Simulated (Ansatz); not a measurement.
# H on Zr(0001): change of the work function

Wanted: Δφ(θ) for H/Zr(0001), starting from the fcc site.

Method: plane-wave DFT, PBE, Ansatz PAW, in Ansatz 0.2.0.

### 1. The starting structure

The cell holds 4 atoms: 4 Zr. Cell: a = 3.230 Å, b = 3.230 Å, c = 25.718 Å, α = 90.0°, β = 90.0°, γ = 60.0°. Vacuum lies along c.

### 2. The clean slab

The bare slab comes first, as the zero from which every change is counted. The two lowest layers are held at bulk places and the upper ones relax. The dipole correction removes the false field that a one-sided slab makes across the periodic vacuum, so each face gets a flat vacuum level of its own.

Input file input.yaml:

```yaml
crystal:
  lattice:
    - [3.23, 0.0, 0.0]
    - [1.615, 2.7972620542, 0.0]
    - [0.0, 0.0, 25.718085]
  atoms:
    - { symbol: Zr, position: [0.6666666667, 0.6666666667, 0.3499482951] }
    - { symbol: Zr, position: [0.0, 0.0, 0.449982765] }
    - { symbol: Zr, position: [0.6666666667, 0.6666666667, 0.550017235] }
    - { symbol: Zr, position: [0.0, 0.0, 0.6500517049] }
kpoints:
  mp_grid: { grid: [12, 12, 1] }
hamiltonian:
  xc: pbe
scf:
  occupations: { method: fermi_dirac, width: 0.1 }
  convergence: { dr2_threshold: 1.0e-08 }
efield:
  axis: 3
  dipole_correction: true
  ramp_position: 0.97
  ramp_width: 0.06
relax:
  f_tol: 0.02
  max_steps: 60
  constraints: [{ sites: [0, 1] }]
output:
  write_potential: true
  write_density: true
  volumetric_format: npy
```

Launch:

```sh
> ansatz run input.yaml --threads 4 --pin off --max-ram 16384MiB --backend cpu --events-out ev --progress --plain --runs-dir out
```

Numbers of over 12 decimals in the logs are rounded to 6 here.

Output:

```text
Engine: ansatz 0.2.0, aarch64-unknown-linux-gnu
Pseudopotentials: kind: paw
Pseudopotential: Zr, paw, valence charge 12, recommended cutoff 420 eV (normal), Zr.paw.azcp
Functional definition: PBE
  parameter kappa = 0.804
  parameter beta = 0.066725
  exchange = pbe_x(kappa = kappa, mu = beta*pi^2/3)
  correlation = pbe_c(beta = beta)
Crystal: 4 atoms, lattice volume = 232.367 Å³
Basis set: ecut = 420 eV, 4609 PW (Γ), exchange–correlation on 48×48×360 points (8 copies of the dense FFT grid, shifted against one another)
Bands: 29, of which v1, the nominal top of the filled ones, is band 24 counted from 1 (23 counted from 0)
Symmetry: 6 space group operations
k-points: 19 of 144 (time reversal used)
Non-local potential: Zr, projectors of the file, l = 0: 3, l = 1: 2, l = 2: 2, l = 3: 2
PAW form: soft (Blöchl's): semilocal exchange-correlation on the pseudo side does not see the compensation charge
PAW one-centre angular grid: Zr, 590 points (default); XC on 64 Gauss nodes
Initial density: superposition of atomic densities (neutral atoms: chi_scale 0, normalization atom), corrected by the library's trained network
Initial wavefunctions: pseudopotential atomic-orbital guess
Functional: x = pbe(κ = 0.804, μ = 0.219515), c = pbe(β = 0.066725)
SCF iter   1: F=—  HF=-16733.557492 eV  |F-HF|=—  |Δ(HF+E_count)|=         —  Δρ=4.44e-3  dr2=5.33e-1  ethr=1.77e-3  p=-0.000 e·Å  D=-3.08e-14 V/Å  ΔV_dip=0.00 eV  dr2_dipole=1.07e-7  V_vac-E_F(+/−)=4.13/4.13 eV  ⟨swp⟩=5.6  Hψ=5350  notcnv=0
efield: sawtooth ramp at fractional position 0.9700 (set: `efield.ramp_position`, or a place that a band, a saddle search or an elastic batch's reference lends), width 0.0600; the density the first Hamiltonian is built on has a dipole p = -0.000 e·Å; the dipole correction subtracts the counter field D = -3.08e-14 V/Å, which shifts the + side's vacuum level by +0.00 eV against the − side's; the planar-averaged density in the ramp window peaks in size at 2.6e-5 e/Å³
automatic band count: the SCF goes on with 34 bands, as 29 were too few: the levels above may hold too much charge
preconditioner: auto → LDOS  [metal: Δε(μ)=0.039 eV  Ē_g=3.166 eV  σ=0.100 eV  W_gap=0.10  n_scr=16 (ndim 8)  ℏωp=9.7 eV  f_vac=0.521  D(μ)=7.16/eV (n_scr^D=48)  β→1.0]
SCF iter   2: F=—  HF=-16733.547518 eV  |F-HF|=—  |Δ(HF+E_count)|=   9.97e-3  Δρ=1.07e-3  dr2=7.25e-3  ethr=1.11e-3  p=0.000 e·Å  D=1.44e-5 V/Å  ΔV_dip=-0.00 eV  dr2_dipole=5.05e-9  V_vac-E_F(+/−)=4.15/4.15 eV  ⟨swp⟩=1.6  Hψ=814  notcnv=0
SCF iter   3: F=—  HF=-16733.548011 eV  |F-HF|=—  |Δ(HF+E_count)|=   4.93e-4  Δρ=4.15e-4  dr2=2.47e-3  ethr=1.51e-5  p=0.000 e·Å  D=3.77e-6 V/Å  ΔV_dip=-0.00 eV  dr2_dipole=2.22e-8  V_vac-E_F(+/−)=4.17/4.17 eV  ⟨swp⟩=2.7  Hψ=1033  notcnv=0
SCF iter   4: F=—  HF=-16733.548012 eV  |F-HF|=—  |Δ(HF+E_count)|=   1.52e-6  Δρ=1.52e-4  dr2=1.70e-4  ethr=5.15e-6  p=0.000 e·Å  D=2.33e-6 V/Å  ΔV_dip=-0.00 eV  dr2_dipole=5.95e-9  V_vac-E_F(+/−)=4.17/4.17 eV  ⟨swp⟩=1.5  Hψ=817  notcnv=0
SCF iter   5: F=—  HF=-16733.548028 eV  |F-HF|=—  |Δ(HF+E_count)|=   1.60e-5  Δρ=4.96e-5  dr2=8.65e-6  ethr=3.55e-7  p=0.000 e·Å  D=5.99e-7 V/Å  ΔV_dip=-0.00 eV  dr2_dipole=1.25e-10  V_vac-E_F(+/−)=4.18/4.18 eV  ⟨swp⟩=2.2  Hψ=881  notcnv=0
SCF iter   6: F=—  HF=-16733.547888 eV  |F-HF|=—  |Δ(HF+E_count)|=   1.41e-4  Δρ=1.68e-5  dr2=1.31e-6  ethr=1.80e-8  p=0.000 e·Å  D=4.17e-7 V/Å  ΔV_dip=-0.00 eV  dr2_dipole=6.41e-11  V_vac-E_F(+/−)=4.18/4.18 eV  ⟨swp⟩=2.1  Hψ=956  notcnv=0
SCF iter   7: F=—  HF=-16733.547888 eV  |F-HF|=—  |Δ(HF+E_count)|=   6.91e-7  Δρ=5.91e-6  dr2=1.27e-7  ethr=2.73e-9  p=0.000 e·Å  D=1.54e-7 V/Å  ΔV_dip=-0.00 eV  dr2_dipole=2.77e-11  V_vac-E_F(+/−)=4.18/4.18 eV  ⟨swp⟩=2.0  Hψ=906  notcnv=0
SCF iter   8: F=-16733.547888 eV  HF=-16733.547888 eV  |F-HF|=4.81e-8  |Δ(HF+E_count)|=   6.78e-8  Δρ=1.61e-6  dr2=6.81e-9  ethr=2.08e-11  p=0.000 e·Å  D=8.39e-8 V/Å  ΔV_dip=-0.00 eV  dr2_dipole=3.85e-12  V_vac-E_F(+/−)=4.18/4.18 eV  ⟨swp⟩=7.9  Hψ=4633  notcnv=0
SCF 1 converged in 8 iterations: F = -16733.547888 eV  dr2 = 6.81e-9
  greatest PAW one-centre occupation: 0.996 electrons in one spin orbital (limit 2), on the Zr atom at site 0 (counted from 0), in its partial waves of l = 0
relax step   1: F+E_penalty+E_count = -16733.54788850 eV  Δ(F+E_penalty+E_count) = +0.000e0 eV  max|allowed force component| = 6.086e-1 eV/Å  Δτ_max = 0.0000 Å  (8 SCF iters, accepted)
Bands: 34, of which v1, the nominal top of the filled ones, is band 24 counted from 1 (23 counted from 0)
Initial density: handed on by an earlier stage of this run
Initial wavefunctions: those handed on with the density
SCF iter   1: F=—  HF=-16733.682250 eV  |F-HF|=—  |Δ(HF+E_count)|=         —  Δρ=8.16e-3  dr2=2.95e0  ethr=3.10e-3  p=0.000 e·Å  D=2.63e-8 V/Å  ΔV_dip=-0.00 eV  dr2_dipole=4.96e-1  V_vac-E_F(+/−)=4.17/4.17 eV  ⟨swp⟩=3.9  Hψ=1617  notcnv=1
efield: sawtooth ramp at fractional position 0.9700 (set: `efield.ramp_position`, or a place that a band, a saddle search or an elastic batch's reference lends), width 0.0600; the density the first Hamiltonian is built on has a dipole p = 0.000 e·Å; the dipole correction subtracts the counter field D = 2.63e-8 V/Å, which shifts the + side's vacuum level by -0.00 eV against the − side's; the planar-averaged density in the ramp window peaks in size at 6.6e-7 e/Å³
preconditioner: auto → LDOS  [metal: Δε(μ)=0.013 eV  Ē_g=3.209 eV  σ=0.100 eV  W_gap=0.03  n_scr=16 (ndim 8)  ℏωp=9.7 eV  f_vac=0.523  D(μ)=6.61/eV (n_scr^D=36)  β→1.0]
SCF iter   2: F=—  HF=-16733.583618 eV  |F-HF|=—  |Δ(HF+E_count)|=   9.86e-2  Δρ=3.85e-3  dr2=1.51e-1  ethr=3.10e-3  p=0.006 e·Å  D=4.52e-3 V/Å  ΔV_dip=-0.12 eV  dr2_dipole=7.53e-3  V_vac-E_F(+/−)=4.08/4.19 eV  ⟨swp⟩=2.1  Hψ=1007  notcnv=0
SCF iter   3: F=—  HF=-16733.575182 eV  |F-HF|=—  |Δ(HF+E_count)|=   8.44e-3  Δρ=1.72e-3  dr2=3.30e-2  ethr=3.14e-4  p=0.002 e·Å  D=1.91e-3 V/Å  ΔV_dip=-0.05 eV  dr2_dipole=1.60e-3  V_vac-E_F(+/−)=4.14/4.19 eV  ⟨swp⟩=2.1  Hψ=1085  notcnv=0
SCF iter   4: F=—  HF=-16733.570450 eV  |F-HF|=—  |Δ(HF+E_count)|=   4.73e-3  Δρ=3.20e-4  dr2=1.62e-3  ethr=6.87e-5  p=0.003 e·Å  D=2.32e-3 V/Å  ΔV_dip=-0.06 eV  dr2_dipole=6.30e-4  V_vac-E_F(+/−)=4.12/4.18 eV  ⟨swp⟩=2.2  Hψ=884  notcnv=0
SCF iter   5: F=—  HF=-16733.570491 eV  |F-HF|=—  |Δ(HF+E_count)|=   4.15e-5  Δρ=8.70e-5  dr2=4.19e-5  ethr=3.38e-6  p=0.003 e·Å  D=2.22e-3 V/Å  ΔV_dip=-0.06 eV  dr2_dipole=8.73e-12  V_vac-E_F(+/−)=4.13/4.18 eV  ⟨swp⟩=1.8  Hψ=842  notcnv=0
[...]
SCF iter   2: F=—  HF=-16733.588226 eV  |F-HF|=—  |Δ(HF+E_count)|=   1.75e-2  Δρ=1.52e-3  dr2=1.85e-2  ethr=1.00e-3  p=0.000 e·Å  D=1.96e-4 V/Å  ΔV_dip=-0.01 eV  dr2_dipole=1.41e-3  V_vac-E_F(+/−)=4.18/4.18 eV  ⟨swp⟩=2.1  Hψ=746  notcnv=0
SCF iter   3: F=—  HF=-16733.587671 eV  |F-HF|=—  |Δ(HF+E_count)|=   5.55e-4  Δρ=9.07e-4  dr2=7.70e-3  ethr=3.86e-5  p=0.002 e·Å  D=1.21e-3 V/Å  ΔV_dip=-0.03 eV  dr2_dipole=1.55e-4  V_vac-E_F(+/−)=4.15/4.18 eV  ⟨swp⟩=2.0  Hψ=1095  notcnv=0
SCF iter   4: F=—  HF=-16733.586446 eV  |F-HF|=—  |Δ(HF+E_count)|=   1.23e-3  Δρ=2.74e-4  dr2=8.39e-4  ethr=1.60e-5  p=0.001 e·Å  D=8.17e-4 V/Å  ΔV_dip=-0.02 eV  dr2_dipole=2.72e-5  V_vac-E_F(+/−)=4.16/4.18 eV  ⟨swp⟩=2.4  Hψ=905  notcnv=0
SCF iter   5: F=—  HF=-16733.586352 eV  |F-HF|=—  |Δ(HF+E_count)|=   9.43e-5  Δρ=8.20e-5  dr2=6.18e-5  ethr=1.75e-6  p=0.001 e·Å  D=5.20e-4 V/Å  ΔV_dip=-0.01 eV  dr2_dipole=1.67e-7  V_vac-E_F(+/−)=4.17/4.18 eV  ⟨swp⟩=2.2  Hψ=858  notcnv=0
SCF iter   6: F=—  HF=-16733.586339 eV  |F-HF|=—  |Δ(HF+E_count)|=   1.30e-5  Δρ=1.74e-5  dr2=2.75e-6  ethr=1.29e-7  p=0.001 e·Å  D=4.48e-4 V/Å  ΔV_dip=-0.01 eV  dr2_dipole=4.52e-8  V_vac-E_F(+/−)=4.17/4.18 eV  ⟨swp⟩=2.4  Hψ=943  notcnv=0
SCF iter   7: F=—  HF=-16733.586204 eV  |F-HF|=—  |Δ(HF+E_count)|=   1.35e-4  Δρ=3.61e-6  dr2=7.09e-8  ethr=5.73e-9  p=0.001 e·Å  D=4.12e-4 V/Å  ΔV_dip=-0.01 eV  dr2_dipole=1.38e-8  V_vac-E_F(+/−)=4.17/4.18 eV  ⟨swp⟩=2.2  Hψ=939  notcnv=0
SCF iter   8: F=-16733.586204 eV  HF=-16733.586204 eV  |F-HF|=4.09e-9  |Δ(HF+E_count)|=   3.16e-8  Δρ=1.22e-6  dr2=9.28e-9  ethr=2.08e-11  p=0.001 e·Å  D=4.07e-4 V/Å  ΔV_dip=-0.01 eV  dr2_dipole=1.17e-9  V_vac-E_F(+/−)=4.17/4.18 eV  ⟨swp⟩=9.7  Hψ=4356  notcnv=0
SCF 3 converged in 8 iterations: F = -16733.586204 eV  dr2 = 9.28e-9
relax step   3: F+E_penalty+E_count = -16733.58620364 eV  Δ(F+E_penalty+E_count) = -1.585e-2 eV  max|allowed force component| = 5.321e-2 eV/Å  Δτ_max = 0.0631 Å  (8 SCF iters, accepted)
SCF iter   1: F=—  HF=-16733.587053 eV  |F-HF|=—  |Δ(HF+E_count)|=         —  Δρ=4.83e-4  dr2=5.16e-3  ethr=3.16e-4  p=0.001 e·Å  D=4.07e-4 V/Å  ΔV_dip=-0.01 eV  dr2_dipole=1.05e-5  V_vac-E_F(+/−)=4.17/4.18 eV  ⟨swp⟩=2.0  Hψ=1029  notcnv=0
efield: sawtooth ramp at fractional position 0.9700 (set: `efield.ramp_position`, or a place that a band, a saddle search or an elastic batch's reference lends), width 0.0600; the density the first Hamiltonian is built on has a dipole p = 0.001 e·Å; the dipole correction subtracts the counter field D = 4.07e-4 V/Å, which shifts the + side's vacuum level by -0.01 eV against the − side's; the planar-averaged density in the ramp window peaks in size at 5.7e-7 e/Å³
preconditioner: auto → LDOS  [metal: Δε(μ)=0.004 eV  Ē_g=3.183 eV  σ=0.100 eV  W_gap=0.01  n_scr=16 (ndim 8)  ℏωp=9.7 eV  f_vac=0.522  D(μ)=6.82/eV (n_scr^D=48)  β→1.0]
SCF iter   2: F=—  HF=-16733.586760 eV  |F-HF|=—  |Δ(HF+E_count)|=   2.92e-4  Δρ=2.72e-4  dr2=1.00e-3  ethr=1.08e-5  p=0.001 e·Å  D=9.51e-4 V/Å  ΔV_dip=-0.02 eV  dr2_dipole=2.26e-5  V_vac-E_F(+/−)=4.15/4.18 eV  ⟨swp⟩=2.1  Hψ=911  notcnv=0
SCF iter   3: F=—  HF=-16733.586702 eV  |F-HF|=—  |Δ(HF+E_count)|=   5.86e-5  Δρ=8.73e-5  dr2=6.36e-5  ethr=2.09e-6  p=0.001 e·Å  D=6.71e-4 V/Å  ΔV_dip=-0.02 eV  dr2_dipole=7.28e-7  V_vac-E_F(+/−)=4.16/4.18 eV  ⟨swp⟩=2.1  Hψ=839  notcnv=0
SCF iter   4: F=—  HF=-16733.586682 eV  |F-HF|=—  |Δ(HF+E_count)|=   1.96e-5  Δρ=2.43e-5  dr2=2.38e-6  ethr=1.32e-7  p=0.001 e·Å  D=6.62e-4 V/Å  ΔV_dip=-0.02 eV  dr2_dipole=5.94e-9  V_vac-E_F(+/−)=4.16/4.18 eV  ⟨swp⟩=2.1  Hψ=1056  notcnv=0
SCF iter   5: F=—  HF=-16733.586552 eV  |F-HF|=—  |Δ(HF+E_count)|=   1.30e-4  Δρ=6.36e-6  dr2=2.66e-7  ethr=4.97e-9  p=0.001 e·Å  D=6.28e-4 V/Å  ΔV_dip=-0.02 eV  dr2_dipole=1.02e-11  V_vac-E_F(+/−)=4.16/4.18 eV  ⟨swp⟩=2.1  Hψ=870  notcnv=0
SCF iter   6: F=—  HF=-16733.586552 eV  |F-HF|=—  |Δ(HF+E_count)|=   9.85e-8  Δρ=2.51e-6  dr2=6.71e-8  ethr=5.53e-10  p=0.001 e·Å  D=6.03e-4 V/Å  ΔV_dip=-0.02 eV  dr2_dipole=4.48e-9  V_vac-E_F(+/−)=4.16/4.18 eV  ⟨swp⟩=2.4  Hψ=942  notcnv=0
SCF iter   7: F=-16733.586552 eV  HF=-16733.586552 eV  |F-HF|=1.46e-9  |Δ(HF+E_count)|=   6.63e-9  Δρ=9.70e-7  dr2=6.97e-9  ethr=2.08e-11  p=0.001 e·Å  D=5.86e-4 V/Å  ΔV_dip=-0.02 eV  dr2_dipole=4.64e-10  V_vac-E_F(+/−)=4.16/4.18 eV  ⟨swp⟩=6.9  Hψ=4304  notcnv=0
SCF 4 converged in 7 iterations: F = -16733.586552 eV  dr2 = 6.97e-9
relax step   4: F+E_penalty+E_count = -16733.58655243 eV  Δ(F+E_penalty+E_count) = -3.488e-4 eV  max|allowed force component| = 8.148e-3 eV/Å  Δτ_max = 0.0117 Å  (7 SCF iters, accepted)
NSCF: frozen V_eff on 19 k-points
the band table was solved once a step of the walk had ended and its energy, with any forces and stress, was formed, with the checks that follow a solve (2926 applications of the Hamiltonian). They found nothing against the state; the energy, forces and stress were not computed again (output.eigenvalues in the input reference)
WARN: The input density's exchange-correlation potential varies sharply where the density is thin. Do not read a vacuum level from v_tot or v_xc, or from such a field of the output density. On a cell that repeats whose density bears no net charge and no dipole along the vacuum's axis use v_es (v_loc + v_h of the components); under efield.dipole_correction with no amplitude use v_es + v_field, which holds any external [...]
SCF converged after 7 iterations
Free energy (F): -16733.586552 eV
Harris-Foulkes:  -16733.586552 eV  (|F-HF|=1.46e-9)
Internal energy: -16733.365929 eV  (E = F + TS)
E sigma→0 (E₀):  -16733.476241 eV
Entropy (-TS):   -0.220623 eV (-55.156 meV/atom)
Fermi energy:    3.221640 eV
Dipole field:    D = 0.000559 V/Å  (p = 0.000718 e·Å, saw-weighted, corrected)
Work function:   Φ+ = 4.1653 eV   Φ− = 4.1797 eV
Levels:          The Fermi level and band energies are counted from a zero that moves with the ramp; work functions are not
--- Per-component energies (eV) ---
  E_band       = -903.791514
  E_kinetic    = 1326.002279
  E_local      = -39066.160198  (includes V_loc(G=0)·N_el)
  E_nonlocal   = 323.579393
  E_hartree    = 18796.930185
  E_xc         = -642.831300
  E_vxc        = -758.598660  (∫ρ·V_xc dr)
  E_paw        = -11816.668412  (= ΣΔE_a)
  E_vpaw       = -322.475559  (= ΣTr[D̂ρ^β])
  E_aug_tail   = 0.000098  (compensation charges beyond the density's cutoff)
  E_efield     = 0.000000  (sawtooth field / dipole correction)
  E_vefield    = -0.000443  (∫n·V_field dr)
  E_ewald      = 14345.782025
  E_smearing   = -0.220623  (= −TS)
  E_closure    = 0.000000  (closes the sum)
  Σ components = -16733.586552   (vs F -16733.586552, Δ=0.00e0)
--- Forces (eV/Å), atoms counted from 1 ---
  atom   1  Zr     0.00000000    -0.00000000     0.45026778
  atom   2  Zr    -0.00000000     0.00000000    -0.44766616
  atom   3  Zr     0.00000000    -0.00000000    -0.00814794
  atom   4  Zr     0.00000000     0.00000000     0.00554617
  max |Σ_I F_I| component: 1.43e-7 eV/Å
--- Band table (eV; the first three rows and the last of 19) ---
  k-point 0: bands = [... 20 lower, 2.9732, 3.2750, 3.7893, 3.8564, 3.9939, 3.9939, 4.0865, 4.0865, ... 6 higher]
  k-point 1: bands = [... 20 lower, 2.8778, 3.2564, 3.5627, 3.6203, 3.8534, 3.9788, 4.1411, 4.2093, ... 6 higher]
  k-point 2: bands = [... 20 lower, 2.5727, 2.9194, 3.0801, 3.3553, 3.5026, 3.6525, 4.0458, 4.2786, ... 6 higher]
  k-point 18: bands = [... 20 lower, 2.1808, 2.4031, 2.4729, 3.2680, 3.2803, 3.3333, 3.3858, 3.4952, ... 6 higher]
--- Relaxed structure (4 steps of the walk, 4 accepted, 0 SCFs on fresh bases) ---
  F+E_penalty+E_count = -16733.58655243 eV   max|allowed force component| = 8.148e-3 eV/Å
  atoms:
    - { symbol: Zr, position: [0.666667, 0.666667, 0.3499482951] }
    - { symbol: Zr, position: [0.0, 0.0, 0.449982765] }
    - { symbol: Zr, position: [0.666667, 0.666667, 0.553889] }
    - { symbol: Zr, position: [-1.312544850788687e-18, -4.428137159959304e-19, 0.648750] }
```

Wall time 13 s (4 threads of Arm Neoverse V1, shared host); peak memory 0.57 GiB; 50 s of CPU time.

The steps of the relaxation:

```
step  energy less that of the first step (eV)  largest force component (eV/Å)
   1                                   0.0000                          0.6086
   2                                  -0.0225                          0.4689
   3                                  -0.0383                          0.0532
   4                                  -0.0387                          0.0081
```

The run keeps the 6 symmetry operations that it works with, so distortions that break them were not tested.

The atoms that moved most (Å):

```csv
atom,dx,dy,dz,length
Zr3,0.000,0.000,0.100,0.100
Zr4,0.000,0.000,-0.033,0.033
```

Final coordinates:

```xyz
4
Lattice="3.2300 0.0000 0.0000 1.6150 2.7973 0.0000 0.0000 0.0000 25.7181" Properties=species:S:1:pos:R:3
Zr    3.2300    1.8648    9.0000
Zr    0.0000    0.0000   11.5727
Zr    3.2300    1.8648   14.2450
Zr    0.0000    0.0000   16.6846
```

This step gave:

* energy at zero smearing: -16733.4762 eV
* work function, upper face: 4.165 eV
* dipole along the normal: 7.18e-4 e·Å

Running mean over 2.573 Å of the planar mean; the ramp of the sawtooth is left out. The electron's electrostatic potential energy less the Fermi level by z:

| z (Å) | electron's electrostatic potential energy less the Fermi level (eV) |
| --- | --- |
| 3.5 | 4.18 |
| 4.0 | 4.18 |
| 4.5 | 4.17 |
| 5.0 | 4.15 |
| 5.5 | 4.09 |
| 6.0 | 3.92 |
| 6.5 | 3.43 |
| 7.0 | 2.15 |
| 7.5 | -1.01 |
| 8.0 | -5.14 |
| 8.5 | -7.74 |
| 9.0 | -8.45 |
| 9.5 | -8.43 |
| 10.0 | -8.32 |
| 10.5 | -8.28 |
| 11.0 | -8.29 |
| 11.5 | -8.29 |
| 12.0 | -8.16 |
| 12.5 | -7.78 |
| 13.0 | -7.60 |
| 13.5 | -7.92 |
| 14.0 | -8.25 |
| 14.5 | -8.50 |
| 15.0 | -9.02 |
| 15.5 | -9.34 |
| 16.0 | -9.04 |
| 16.5 | -8.65 |
| 17.0 | -8.19 |
| 17.5 | -6.36 |
| 18.0 | -2.56 |
| 18.5 | 1.19 |
| 19.0 | 3.09 |
| 19.5 | 3.78 |
| 20.0 | 4.03 |
| 20.5 | 4.12 |
| 21.0 | 4.15 |
| 21.5 | 4.16 |
| 22.0 | 4.16 |
| 22.5 | 4.16 |

The relaxation took 4 steps and lowered the energy by 0.039 eV; the largest force on the free atoms ends at 0.0081 eV/Å.

The work function of the upper face is 4.17 eV.

(Continued in part 2 of 4.)

[Logs are printed without paths, hosts, clocks, repeated set-up lines and the standing remarks that a program may print on its own settings, such as how far it seeks lower states.]

[Hosts, paths, dates, database ids (printed as entryN), source tags and the programs' standing remarks are cut or masked in the printed files.]

[Maps of the electrostatic potential energy from Ansatz leave out the sawtooth potential of an applied field or a dipole correction, so their vacuum need not be flat; planar profiles and work functions include it.]
